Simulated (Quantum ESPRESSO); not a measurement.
Computed results, one entry a study.

```
LaAsRuO: parallel and opposed starts
1.0
     4.11950    0.00000    0.00000
     0.00000    4.11950    0.00000
     0.00000    0.00000    8.49130
La As Ru O
2 2 2 2
Direct
  0.00000 0.50000 0.78984
  0.50000 0.00000 0.21016
  0.00000 0.50000 0.44518
  0.50000 0.00000 0.55481
  0.00000 0.00000 0.00000
  0.50000 0.50000 0.00000
  0.00000 0.00000 0.50000
  0.50000 0.50000 0.50000
# method: PBEsol; plane waves with GBRV 1.5 PBEsol potentials, no spin-orbit coupling (and 1 further level or step)
# program: Quantum ESPRESSO 7.5
# settings of one run: GBRV 1.5 PBEsol, cutoff 544.23 eV, 6×6×6 k-mesh, 52 bands, fermi-dirac occupations, smearing width 0.1 eV, collinear spin, SCF threshold 1.60e-8, mesh matched on, starting moments 0 0 0 0 1.5 1.5 0 0 μB
# cost: 2 runs, 8.7 min in all on 4 MPI ranks of Arm Neoverse V1, shared host (the runs of this entry)
# lowest state found: non-magnetic (from ferro ++ and antiferro +-)
# largest site moment: 0 μB
```

[Logs and program files are shortened in this print: banners, set-up blocks, solver, clock and traceback lines can be left out without a mark of their own.]

[Logs are printed without paths, hosts, clocks, repeated set-up lines and the standing remarks that a program may print on its own settings, such as how far it seeks lower states.]

[Hosts, paths, dates, database ids (printed as entryN), source tags and the programs' standing remarks are cut or masked in the printed files.]

[Where a cell is said to come from a database of computed structures, the database is the Materials Project.]
